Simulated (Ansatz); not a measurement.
**Phonons of TiSi2 (Cmcm) against volume**

Aim: how do the optical modes of TiSi2 (Cmcm) move with volume?

Program: Ansatz 0.2.0. Level of theory: DFT PBEsol, scalar-relativistic, plane waves, PAW; PAW set soft_1. Results are calculated unless marked as measured.

## (1) Starting point

Symmetry: Cmcm, No. 63, orthorhombic system. Conventional cell: a = 3.530 Å, b = 13.519 Å, c = 3.565 Å, α = 90.00°, β = 90.00°, γ = 90.00°. Nearest to Si lie 2 Si at 2.38 Å and 6 Ti at 2.58 to 2.81 Å. Si has 4 Si at 2.51 Å and 4 Ti at 2.66 to 2.67 Å nearest. Ti has 10 Si at 2.58 to 2.81 Å nearest. Farther neighbours are not listed.

## (2) Relaxation

Harmonic phonons are second derivatives at a point where the forces vanish, and they are wanted at zero stress, so atoms and cell are relaxed first.

input.yaml reads:

```yaml
crystal:
  lattice:
    - [1.765105025, -6.759281535, 0.0]
    - [1.765105025, 6.759281535, 0.0]
    - [0.0, 0.0, 3.56517397]
  atoms:
    - { symbol: Si, position: [0.55825145, 0.44174855, 0.75] }
    - { symbol: Si, position: [0.44174855, 0.55825145, 0.25] }
    - { symbol: Si, position: [0.24968518, 0.75031482, 0.75] }
    - { symbol: Si, position: [0.75031482, 0.24968518, 0.25] }
    - { symbol: Ti, position: [0.89688192, 0.10311808, 0.75] }
    - { symbol: Ti, position: [0.10311808, 0.89688192, 0.25] }
kpoints:
  mp_grid: { grid: [10, 10, 10] }
hamiltonian:
  xc: pbesol
  pseudopotentials: { kind: paw, azcp: { folder: soft_1 }, xc_functional: pbe }
scf:
  occupations: { method: gaussian, width: 0.1 }
output:
  forces: true
  stress: true
  eigenvalues: true
relax:
  adjacent_minimum: "off"
  f_tol: 0.005
  max_steps: 80
  cell: { stress_tol: 0.05 }
```

Started as:

```sh
$ ansatz run input.yaml --threads 8 --pin off --max-ram 16384MiB --backend cpu --events-out ev --progress --plain --runs-dir out
```

Numbers of over 12 decimals in the logs are rounded to 6 here.

The log of the run:

```text
Engine: ansatz 0.2.0, aarch64-unknown-linux-gnu
Pseudopotentials: kind: paw
Pseudopotential: Si, paw, valence charge 4, recommended cutoff 420 eV (normal), soft_1/Si.paw.azcp
Pseudopotential: Ti, paw, valence charge 12, recommended cutoff 420 eV (normal), soft_1/Ti.paw.azcp
Functional definition: PBEsol
  exchange = pbesol_x
  correlation = pbesol_c
Crystal: 6 atoms, lattice volume = 85.071 Å³
Basis set: ecut = 420 eV, 1669 PW (Γ), exchange–correlation on 96×96×48 points (8 copies of the dense FFT grid, shifted against one another)
Bands: 26, of which v1, the nominal top of the filled ones, is band 20 counted from 1 (19 counted from 0)
Symmetry: 8 space group operations
Space group: Cmcm (ITA 63), of the structure as read, at distance tolerance 4.4e-5 Å
k-points: 186 of 1000
Non-local potential: Si, projectors of the file, l = 0: 2, l = 1: 2, l = 2: 1
Non-local potential: Ti, projectors of the file, l = 0: 3, l = 1: 2, l = 2: 3, l = 3: 1
PAW form: soft (Blöchl's): semilocal exchange-correlation on the pseudo side does not see the compensation charge
PAW frozen core: Si, regenerated for the run's functional, and the local potential with it (the file was generated under x = pbe(κ = 0.804, μ = 0.219515), c = pbe(β = 0.066725))
PAW frozen core: Ti, regenerated for the run's functional, and the local potential with it (the file was generated under x = pbe(κ = 0.804, μ = 0.219515), c = pbe(β = 0.066725))
PAW one-centre angular grid: Si, 110 points (default); XC on 64 Gauss nodes
PAW one-centre angular grid: Ti, 590 points (default); XC on 64 Gauss nodes
Initial density: superposition of atomic densities (chi_scale 0.1, normalization cell, long waves kept (reshape's long-wave potential 0.03 eV rms))
Initial wavefunctions: pseudopotential atomic-orbital guess
Functional: x = pbesol(κ = 0.804, μ = 0.123457), c = pbesol(β = 0.046)
SCF iter   1: F=—  HF=-7438.424323 eV  |F-HF|=—  |Δ(HF+E_count)|=         —  Δρ=3.62e-2  dr2=2.45e0  ethr=3.10e-3  ⟨swp⟩=6.2  Hψ=22916  notcnv=0
preconditioner: auto → Kerker (q_TF=auto, 2.406 Å⁻¹)  [metal: Δε(μ)=0.006 eV  Ē_g=6.369 eV  σ=0.100 eV  W_gap=0.04  n_scr=18 (ndim 8)  ℏωp=19.7 eV  f_vac=0.000  D(μ)=1.61/eV (n_scr^D=8)]
SCF iter   2: F=—  HF=-7438.050535 eV  |F-HF|=—  |Δ(HF+E_count)|=   3.74e-1  Δρ=2.26e-2  dr2=9.79e-1  ethr=3.10e-3  ⟨swp⟩=1.5  Hψ=6491  notcnv=0  defer=69
SCF iter   3: F=—  HF=-7437.800412 eV  |F-HF|=—  |Δ(HF+E_count)|=   2.50e-1  Δρ=2.43e-3  dr2=8.46e-3  ethr=2.45e-3  ⟨swp⟩=2.3  Hψ=7404  notcnv=0  defer=133
SCF iter   4: F=—  HF=-7437.798882 eV  |F-HF|=—  |Δ(HF+E_count)|=   1.53e-3  Δρ=9.49e-4  dr2=1.06e-3  ethr=2.12e-5  ⟨swp⟩=2.3  Hψ=7614  notcnv=0  defer=245
SCF iter   5: F=—  HF=-7437.798692 eV  |F-HF|=—  |Δ(HF+E_count)|=   1.90e-4  Δρ=2.35e-4  dr2=8.97e-5  ethr=2.64e-6  ⟨swp⟩=2.1  Hψ=5997  notcnv=0  defer=245
SCF iter   6: F=—  HF=-7437.798687 eV  |F-HF|=—  |Δ(HF+E_count)|=   4.63e-6  Δρ=4.82e-5  dr2=1.65e-6  ethr=2.24e-7  ⟨swp⟩=2.1  Hψ=6322  notcnv=0  defer=243
SCF iter   7: F=-7437.798687 eV  HF=-7437.798687 eV  |F-HF|=3.11e-8  |Δ(HF+E_count)|=   5.45e-7  Δρ=1.01e-5  dr2=4.82e-8  ethr=2.50e-10  ⟨swp⟩=10.3  Hψ=24016  notcnv=0
SCF 1 converged in 7 iterations: F = -7437.798687 eV  dr2 = 4.82e-8
  greatest PAW one-centre occupation: 0.998 electrons in one spin orbital (limit 2), on the Ti atom at site 5 (counted from 0), in its partial waves of l = 0
relax step   1: F+E_penalty+E_count = -7437.79868675 eV  Δ(F+E_penalty+E_count) = +0.000e0 eV  max|allowed force component| = 1.883e-1 eV/Å  Δτ_max = 0.0000 Å  P = -2.196 GPa  Ω = 85.071 Å³  (7 SCF iters, dr2 threshold 1.00e-7 eV, accepted)
Crystal: 6 atoms, lattice volume = 83.234 Å³
Basis set: ecut = 420 eV, 1625 PW (Γ), exchange–correlation on 96×96×48 points (8 copies of the dense FFT grid, shifted against one another)
Initial density: handed on by an earlier stage of this run
Initial wavefunctions: those handed on with the density
iter 1 solved again at ethr=4.52e-5 eV; its pass at ethr=3.10e-3 eV (dr2=1.81e-2 eV) is discarded
SCF iter   1: F=—  HF=-7437.817485 eV  |F-HF|=—  |Δ(HF+E_count)|=         —  Δρ=2.71e-3  dr2=1.90e-2  ethr=4.52e-5  ⟨swp⟩=1.0  Hψ=25705  notcnv=0
preconditioner: auto → Kerker (q_TF=auto, 2.415 Å⁻¹)  [metal: Δε(μ)=0.031 eV  Ē_g=6.531 eV  σ=0.100 eV  W_gap=0.17  n_scr=18 (ndim 8)  ℏωp=19.9 eV  f_vac=0.000  D(μ)=1.54/eV (n_scr^D=4)]
SCF iter   2: F=—  HF=-7437.815395 eV  |F-HF|=—  |Δ(HF+E_count)|=   2.09e-3  Δρ=1.34e-3  dr2=5.88e-3  ethr=4.52e-5  ⟨swp⟩=1.1  Hψ=4863  notcnv=0
SCF iter   3: F=—  HF=-7437.814280 eV  |F-HF|=—  |Δ(HF+E_count)|=   1.12e-3  Δρ=2.86e-4  dr2=3.28e-4  ethr=1.47e-5  ⟨swp⟩=2.2  Hψ=5958  notcnv=0
SCF iter   4: F=—  HF=-7437.814247 eV  |F-HF|=—  |Δ(HF+E_count)|=   3.35e-5  Δρ=9.56e-5  dr2=1.06e-5  ethr=8.20e-7  ⟨swp⟩=2.0  Hψ=6343  notcnv=0
iter 5 did not close the SCF: its close was put off for the readings that it lacked (scf_convergence_deferred on its scf_iter line)
SCF iter   5: F=-7437.814245 eV  HF=-7437.814245 eV  |F-HF|=3.33e-7  |Δ(HF+E_count)|=   1.78e-6  Δρ=2.01e-5  dr2=4.92e-7  ethr=2.64e-8  ⟨swp⟩=2.0  Hψ=6485  notcnv=0
SCF iter   6: F=-7437.814245 eV  HF=-7437.814245 eV  |F-HF|=6.28e-9  |Δ(HF+E_count)|=   6.46e-8  Δρ=4.04e-6  dr2=1.06e-8  ethr=1.23e-9  ⟨swp⟩=3.4  Hψ=19718  notcnv=0
SCF 2 converged in 6 iterations: F = -7437.814245 eV  dr2 = 1.06e-8
relax step   2: F+E_penalty+E_count = -7437.81424495 eV  Δ(F+E_penalty+E_count) = -1.556e-2 eV  max|allowed force component| = 8.368e-2 eV/Å  Δτ_max = 0.0191 Å  P = +0.335 GPa  Ω = 83.234 Å³  energy of the carried Pulay correction = +2.422e-4 eV  (6 SCF iters, dr2 threshold 6.00e-7 eV, accepted)
Crystal: 6 atoms, lattice volume = 83.431 Å³
iter 1 solved again at ethr=1.80e-6 eV; its pass at ethr=3.10e-3 eV (dr2=7.20e-4 eV) is discarded
SCF iter   1: F=—  HF=-7437.815563 eV  |F-HF|=—  |Δ(HF+E_count)|=         —  Δρ=6.00e-4  dr2=7.56e-4  ethr=1.80e-6  ⟨swp⟩=2.1  Hψ=24703  notcnv=0
preconditioner: auto → Kerker (q_TF=auto, 2.414 Å⁻¹)  [metal: Δε(μ)=0.018 eV  Ē_g=6.540 eV  σ=0.100 eV  W_gap=0.10  n_scr=18 (ndim 8)  ℏωp=19.9 eV  f_vac=0.000  D(μ)=1.53/eV (n_scr^D=4)]
SCF iter   2: F=—  HF=-7437.815453 eV  |F-HF|=—  |Δ(HF+E_count)|=   1.10e-4  Δρ=3.35e-4  dr2=2.64e-4  ethr=1.80e-6  ⟨swp⟩=1.0  Hψ=4846  notcnv=0
SCF iter   3: F=—  HF=-7437.815400 eV  |F-HF|=—  |Δ(HF+E_count)|=   5.35e-5  Δρ=6.23e-5  dr2=1.02e-5  ethr=6.60e-7  ⟨swp⟩=2.1  Hψ=6397  notcnv=0
iter 4 did not close the SCF: its close was put off for the readings that it lacked (scf_convergence_deferred on its scf_iter line)
SCF iter   4: F=-7437.815397 eV  HF=-7437.815398 eV  |F-HF|=3.28e-7  |Δ(HF+E_count)|=   2.19e-6  Δρ=2.12e-5  dr2=5.38e-7  ethr=2.55e-8  ⟨swp⟩=2.0  Hψ=6256  notcnv=0
iter 5 did not close the SCF: its close was put off for the readings that it lacked (scf_convergence_deferred on its scf_iter line)
SCF iter   5: F=-7437.815397 eV  HF=-7437.815397 eV  |F-HF|=1.13e-8  |Δ(HF+E_count)|=   1.02e-7  Δρ=4.92e-6  dr2=2.02e-8  ethr=1.34e-9  ⟨swp⟩=2.1  Hψ=6654  notcnv=0
SCF iter   6: F=-7437.815397 eV  HF=-7437.815397 eV  |F-HF|=7.42e-10  |Δ(HF+E_count)|=   6.38e-9  Δρ=8.59e-7  dr2=1.04e-9  ethr=5.05e-11  ⟨swp⟩=1.6  Hψ=14074  notcnv=0
SCF 3 converged in 6 iterations: F = -7437.815397 eV  dr2 = 1.04e-9
relax step   3: F+E_penalty+E_count = -7437.81539749 eV  Δ(F+E_penalty+E_count) = -1.153e-3 eV  max|allowed force component| = 3.385e-2 eV/Å  Δτ_max = 0.0022 Å  P = +0.078 GPa  Ω = 83.431 Å³  energy of the carried Pulay correction = +2.160e-4 eV  (6 SCF iters, dr2 threshold 6.00e-7 eV, accepted)
[...]
relax step   4: F+E_penalty+E_count = -7437.81549112 eV  Δ(F+E_penalty+E_count) = -9.363e-5 eV  max|allowed force component| = 5.523e-3 eV/Å  Δτ_max = 0.0023 Å  P = +0.009 GPa  Ω = 83.454 Å³  energy of the carried Pulay correction = +2.129e-4 eV  (6 SCF iters, dr2 threshold 7.16e-8 eV, accepted)
[...]
relax step   5: F+E_penalty+E_count = -7437.81548946 eV  Δ(F+E_penalty+E_count) = +1.651e-6 eV  max|allowed force component| = 7.478e-3 eV/Å  Δτ_max = 0.0006 Å  P = -0.016 GPa  Ω = 83.461 Å³  energy of the carried Pulay correction = +2.120e-4 eV  (6 SCF iters, dr2 threshold 1.91e-9 eV, rejected (line search))
[...]
relax step   6: F+E_penalty+E_count = -7437.81549436 eV  Δ(F+E_penalty+E_count) = -3.248e-6 eV  max|allowed force component| = 1.425e-3 eV/Å  Δτ_max = 0.0004 Å  P = -0.000 GPa  Ω = 83.455 Å³  energy of the carried Pulay correction = +2.128e-4 eV  (6 SCF iters, accepted)
Initial wavefunctions: pseudopotential atomic-orbital guess (no wavefunctions were taken with the density)
iter 1 solved again at ethr=2.21e-7 eV; its pass at ethr=3.10e-3 eV (dr2=8.83e-5 eV) is discarded
SCF iter   1: F=—  HF=-7437.815240 eV  |F-HF|=—  |Δ(HF+E_count)|=         —  Δρ=1.37e-5  dr2=1.94e-8  ethr=2.21e-7  ⟨swp⟩=3.0  Hψ=36411  notcnv=0
eigensolver tolerance schedule: the retry pair's looser diagonalisation over-reported the residual by 4549.72 of it (diagonalisation noise at 0.48 of the residual, at the tolerance the schedule requests for it); recorded, not acted on — ethr = c·dr2/N_el stays at c = 1.0e-1
SCF iter   2: F=—  HF=-7437.815257 eV  |F-HF|=—  |Δ(HF+E_count)|=   1.76e-5  Δρ=7.93e-6  dr2=1.46e-8  ethr=4.85e-11  ⟨swp⟩=2.3  Hψ=8683  notcnv=0
SCF iter   3: F=—  HF=-7437.815257 eV  |F-HF|=—  |Δ(HF+E_count)|=   8.41e-9  Δρ=1.13e-6  dr2=8.15e-10  ethr=3.64e-11  ⟨swp⟩=2.0  Hψ=5884  notcnv=0
SCF iter   4: F=—  HF=-7437.815257 eV  |F-HF|=—  |Δ(HF+E_count)|=  1.64e-11  Δρ=3.54e-7  dr2=1.45e-10  ethr=2.04e-12  ⟨swp⟩=2.7  Hψ=7777  notcnv=0
iter 5 did not close the SCF: its close was put off for the readings that it lacked (scf_convergence_deferred on its scf_iter line)
SCF iter   5: F=-7437.815257 eV  HF=-7437.815257 eV  |F-HF|=3.64e-12  |Δ(HF+E_count)|=  3.64e-12  Δρ=5.20e-8  dr2=4.16e-12  ethr=1.00e-12  ⟨swp⟩=1.1  Hψ=4852  notcnv=0
SCF iter   6: F=-7437.815257 eV  HF=-7437.815257 eV  |F-HF|=9.09e-13  |Δ(HF+E_count)|=  9.09e-13  Δρ=8.34e-9  dr2=5.90e-14  ethr=1.00e-12  ⟨swp⟩=2.0  Hψ=12714  notcnv=0
SCF 7 converged in 6 iterations: F = -7437.815257 eV  dr2 = 5.90e-14
relax step   7: F+E_penalty+E_count = -7437.81525741 eV  Δ(F+E_penalty+E_count) = +2.370e-4 eV  max|allowed force component| = 1.441e-3 eV/Å  Δτ_max = 0.0000 Å  P = +0.004 GPa  Ω = 83.455 Å³  stress off target by 1.03e-2 GPa  SCF on the basis re-selected at this cell (its energy is not comparable with the rows above)  (6 SCF iters)
basis re-selected at this cell: Δ(F+E_penalty+E_count) = +2.370e-4 eV, ΔP = +0.004 GPa vs the last step (what re-selecting the basis moved, of the pressure what is left beyond the Pulay correction that the steps carried, after the strain that the cell walked since its last selection, with what the two solves' SCF thresholds leave and, on support functions, any second-order correction that the steps lacked; it is no m [...]
SCF converged after 6 iterations
Free energy (F): -7437.815257 eV
Harris-Foulkes:  -7437.815257 eV  (|F-HF|=9.09e-13)
Internal energy: -7437.807566 eV  (E = F + TS)
E sigma→0 (E₀):  -7437.811412 eV
Entropy (-TS):   -0.007691 eV (-1.282 meV/atom)
Fermi energy:    13.122136 eV
--- Per-component energies (eV) ---
  E_band       = -214.477845
  E_kinetic    = 738.356626
  E_local      = -2159.252800  (includes V_loc(G=0)·N_el)
  E_nonlocal   = 215.851806
  E_hartree    = 918.272037
  E_xc         = -462.435278
  E_vxc        = -492.133238  (∫ρ·V_xc dr)
  E_paw        = -4025.943595  (= ΣΔE_a)
  E_vpaw       = -353.844295  (= ΣTr[D̂ρ^β])
  E_aug_tail   = -0.000021  (compensation charges beyond the density's cutoff)
  E_ewald      = -2663.061352
  E_core_change = 0.405012  (= ΣΔE_core)
  E_smearing   = -0.007691  (= −TS)
  E_closure    = 0.000000  (closes the sum)
  Σ components = -7437.815257   (vs F -7437.815257, Δ=0.00e0)
--- Forces (eV/Å), atoms counted from 1 ---
  atom   1  Si     0.00000000    -0.00144097     0.00000000
  atom   2  Si     0.00000000     0.00144097     0.00000000
  atom   3  Si     0.00000000    -0.00051223     0.00000000
  atom   4  Si     0.00000000     0.00051223     0.00000000
  atom   5  Ti     0.00000000    -0.00056679     0.00000000
  atom   6  Ti     0.00000000     0.00056679     0.00000000
  max |Σ_I F_I| component: 2.17e-19 eV/Å
--- Stress (GPa, compression-positive) ---
        0.010261       0.000000       0.000000
        0.000000      -0.001601       0.000000
        0.000000       0.000000       0.003605
  P = ⅓ Tr σ = 0.0041 GPa (0.041 kbar)
--- Band table (eV; the first three rows and the last of 186) ---
  k-point 0: bands = [... 16 lower, 10.9234, 11.0779, 11.1085, 13.5724, 13.9413, 13.9488, 14.0244, 14.4501, ... 2 higher]
  k-point 1: bands = [... 16 lower, 10.9893, 11.0592, 11.4622, 13.3302, 13.6466, 13.8537, 14.3157, 14.8305, ... 2 higher]
  k-point 2: bands = [... 16 lower, 11.1124, 11.2398, 12.2103, 12.9002, 13.3936, 13.5922, 14.6548, 14.8082, ... 2 higher]
  k-point 185: bands = [... 16 lower, 11.0133, 11.0133, 12.2318, 12.2318, 13.6747, 13.6747, 14.8046, 14.8046, ... 2 higher]
--- Relaxed structure (6 steps of the walk, 5 accepted, 1 SCFs on fresh bases) ---
  F+E_penalty+E_count = -7437.81525741 eV   max|allowed force component| = 1.441e-3 eV/Å   (the final SCF, on the basis selected at the relaxed cell)
  cell:  # Å, volume = 83.4546 Å³
    - [1.758391, -6.674302, 0.0]
    - [1.758391, 6.674302, 0.0]
    - [0.0, 0.0, 3.555484]
  atoms:
    - { symbol: Si, position: [0.559980, 0.440020, 0.750000] }
    - { symbol: Si, position: [0.440020, 0.559980, 0.25] }
    - { symbol: Si, position: [0.249720, 0.750280, 0.750000] }
    - { symbol: Si, position: [0.750280, 0.249720, 0.25] }
    - { symbol: Ti, position: [0.897510, 0.102490, 0.750000] }
    - { symbol: Ti, position: [0.102490, 0.897510, 0.25] }
```

Run time: 17 s. Hardware: 8 threads of Arm Neoverse V2, shared host; peak memory 0.72 GiB; 2.2 min of CPU time.

Relaxation path:

```csv
step,energy less that of the first step (eV),largest force component (eV/Å),pressure (GPa),volume (Å³)
1,0.0000,0.1883,-2.20,85.07
2,-0.0156,0.0837,0.34,83.23
3,-0.0167,0.0339,0.08,83.43
4,-0.0168,0.0055,0.01,83.45
5,-0.0168,0.0075,-0.02,83.46
6,-0.0168,0.0014,0.00,83.45
7*,-0.0166,0.0014,0.00,83.45
```

Relaxation steps marked * repeat the geometry before them on a plane-wave basis chosen anew for their cell, so energy and pressure can jump there. Relaxation step 5 was tried and not accepted.

Forces are held to the 8 operations that the run works with; a distortion that breaks them can't arise in this run.

```csv
"conventional cell, symmetrised",before,after,change
a (Å),3.530,3.517,-0.4 %
b (Å),13.519,13.349,-1.3 %
c (Å),3.565,3.555,-0.3 %
volume (Å³/atom),14.18,13.91,-1.9 %
```

The atoms that moved most (Å, as changes of fractional coordinates times the final cell):

```csv
atom,dx,dy,dz,length
Si1,0.000,-0.023,0.000,0.023
Si2,0.000,0.023,0.000,0.023
Ti6,0.000,0.008,0.000,0.008
Ti5,0.000,-0.008,0.000,0.008
```

The relaxed structure:

```xyz
6
Lattice="1.7584 -6.6743 0.0000 1.7584 6.6743 0.0000 0.0000 0.0000 3.5555" Properties=species:S:1:pos:R:3 pbc="T T T"
Si    1.7584   -0.8006    2.6666
Si    1.7584    0.8006    0.8889
Si    1.7584    3.3409    2.6666
Si    1.7584   -3.3409    0.8889
Ti    1.7584   -5.3062    2.6666
Ti    1.7584    5.3062    0.8889
```

This step gave:

```
pressure          : 0.004088 GPa
volume per atom   : 13.91 Å³
gap on the k-mesh : 0 eV
```

In this step the volume went from 14.18 to 13.91 Å³/atom.

## (3) Tight relaxation

Phonons need small forces and stress, so the relaxation is finished with tight tolerances on 12×12×12 k points.

input.yaml reads:

```yaml
crystal:
  lattice:
    - [1.7583913933, -6.6743020434, 0.0]
    - [1.7583913933, 6.6743020434, 0.0]
    - [0.0, 0.0, 3.5554842114]
  atoms:
    - { symbol: Si, position: [0.5599799854, 0.4400200146, 0.75] }
    - { symbol: Si, position: [0.4400200146, 0.5599799854, 0.25] }
    - { symbol: Si, position: [0.2497197124, 0.7502802876, 0.75] }
    - { symbol: Si, position: [0.7502802876, 0.2497197124, 0.25] }
    - { symbol: Ti, position: [0.8975103658, 0.1024896342, 0.75] }
    - { symbol: Ti, position: [0.1024896342, 0.8975103658, 0.25] }
kpoints:
  mp_grid: { grid: [12, 12, 12] }
hamiltonian:
  xc: pbesol
  pseudopotentials: { kind: paw, azcp: { folder: soft_1 }, xc_functional: pbe }
scf:
  occupations: { method: methfessel_paxton, width: 0.2 }
output:
  forces: true
  stress: true
  eigenvalues: true
relax:
  adjacent_minimum: "off"
  f_tol: 0.001
  max_steps: 60
  cell: { stress_tol: 0.01 }
```

The log of the run:

```text
[...]
Crystal: 6 atoms, lattice volume = 83.455 Å³
Basis set: ecut = 420 eV, 1625 PW (Γ), exchange–correlation on 96×96×48 points (8 copies of the dense FFT grid, shifted against one another)
Bands: 26, of which v1, the nominal top of the filled ones, is band 20 counted from 1 (19 counted from 0)
Symmetry: 8 space group operations
[...]
k-points: 301 of 1728
[...]
cell:  # Å, volume = 83.4343 Å³
    - [1.757654, -6.673683, 0.0]
    - [1.757654, 6.673683, 0.0]
    - [0.0, 0.0, 3.556439]
  atoms:
    - { symbol: Si, position: [0.560040, 0.439960, 0.750000] }
    - { symbol: Si, position: [0.439960, 0.560040, 0.25] }
    - { symbol: Si, position: [0.249642, 0.750358, 0.750000] }
    - { symbol: Si, position: [0.750358, 0.249642, 0.25] }
    - { symbol: Ti, position: [0.897531, 0.102469, 0.750000] }
    - { symbol: Ti, position: [0.102469, 0.897531, 0.25] }
[key lines of the parts left out:]
SCF converged after 4 iterations
Free energy (F): -7437.810217 eV
Fermi energy:    13.127892 eV
P = ⅓ Tr σ = 0.0011 GPa (0.011 kbar)
```

Elapsed: 18 s, on 8 threads; peak memory 0.86 GiB.

Little changed from the start: no atom moved by 0.005 Å and no cell edge by 0.1 %.

This step gave:

```
pressure : 0.001056 GPa
```

The largest force component left is 0.52 meV/Å and the pressure is 0.001 GPa, within the tolerances set. The cell now holds 13.91 Å³/atom.

(Continued in part 2 of 3.)

[Logs are printed without paths, hosts, clocks, repeated set-up lines and the standing remarks that a program may print on its own settings, such as how far it seeks lower states.]

[Hosts, paths, dates, database ids (printed as entryN), source tags and the programs' standing remarks are cut or masked in the printed files.]
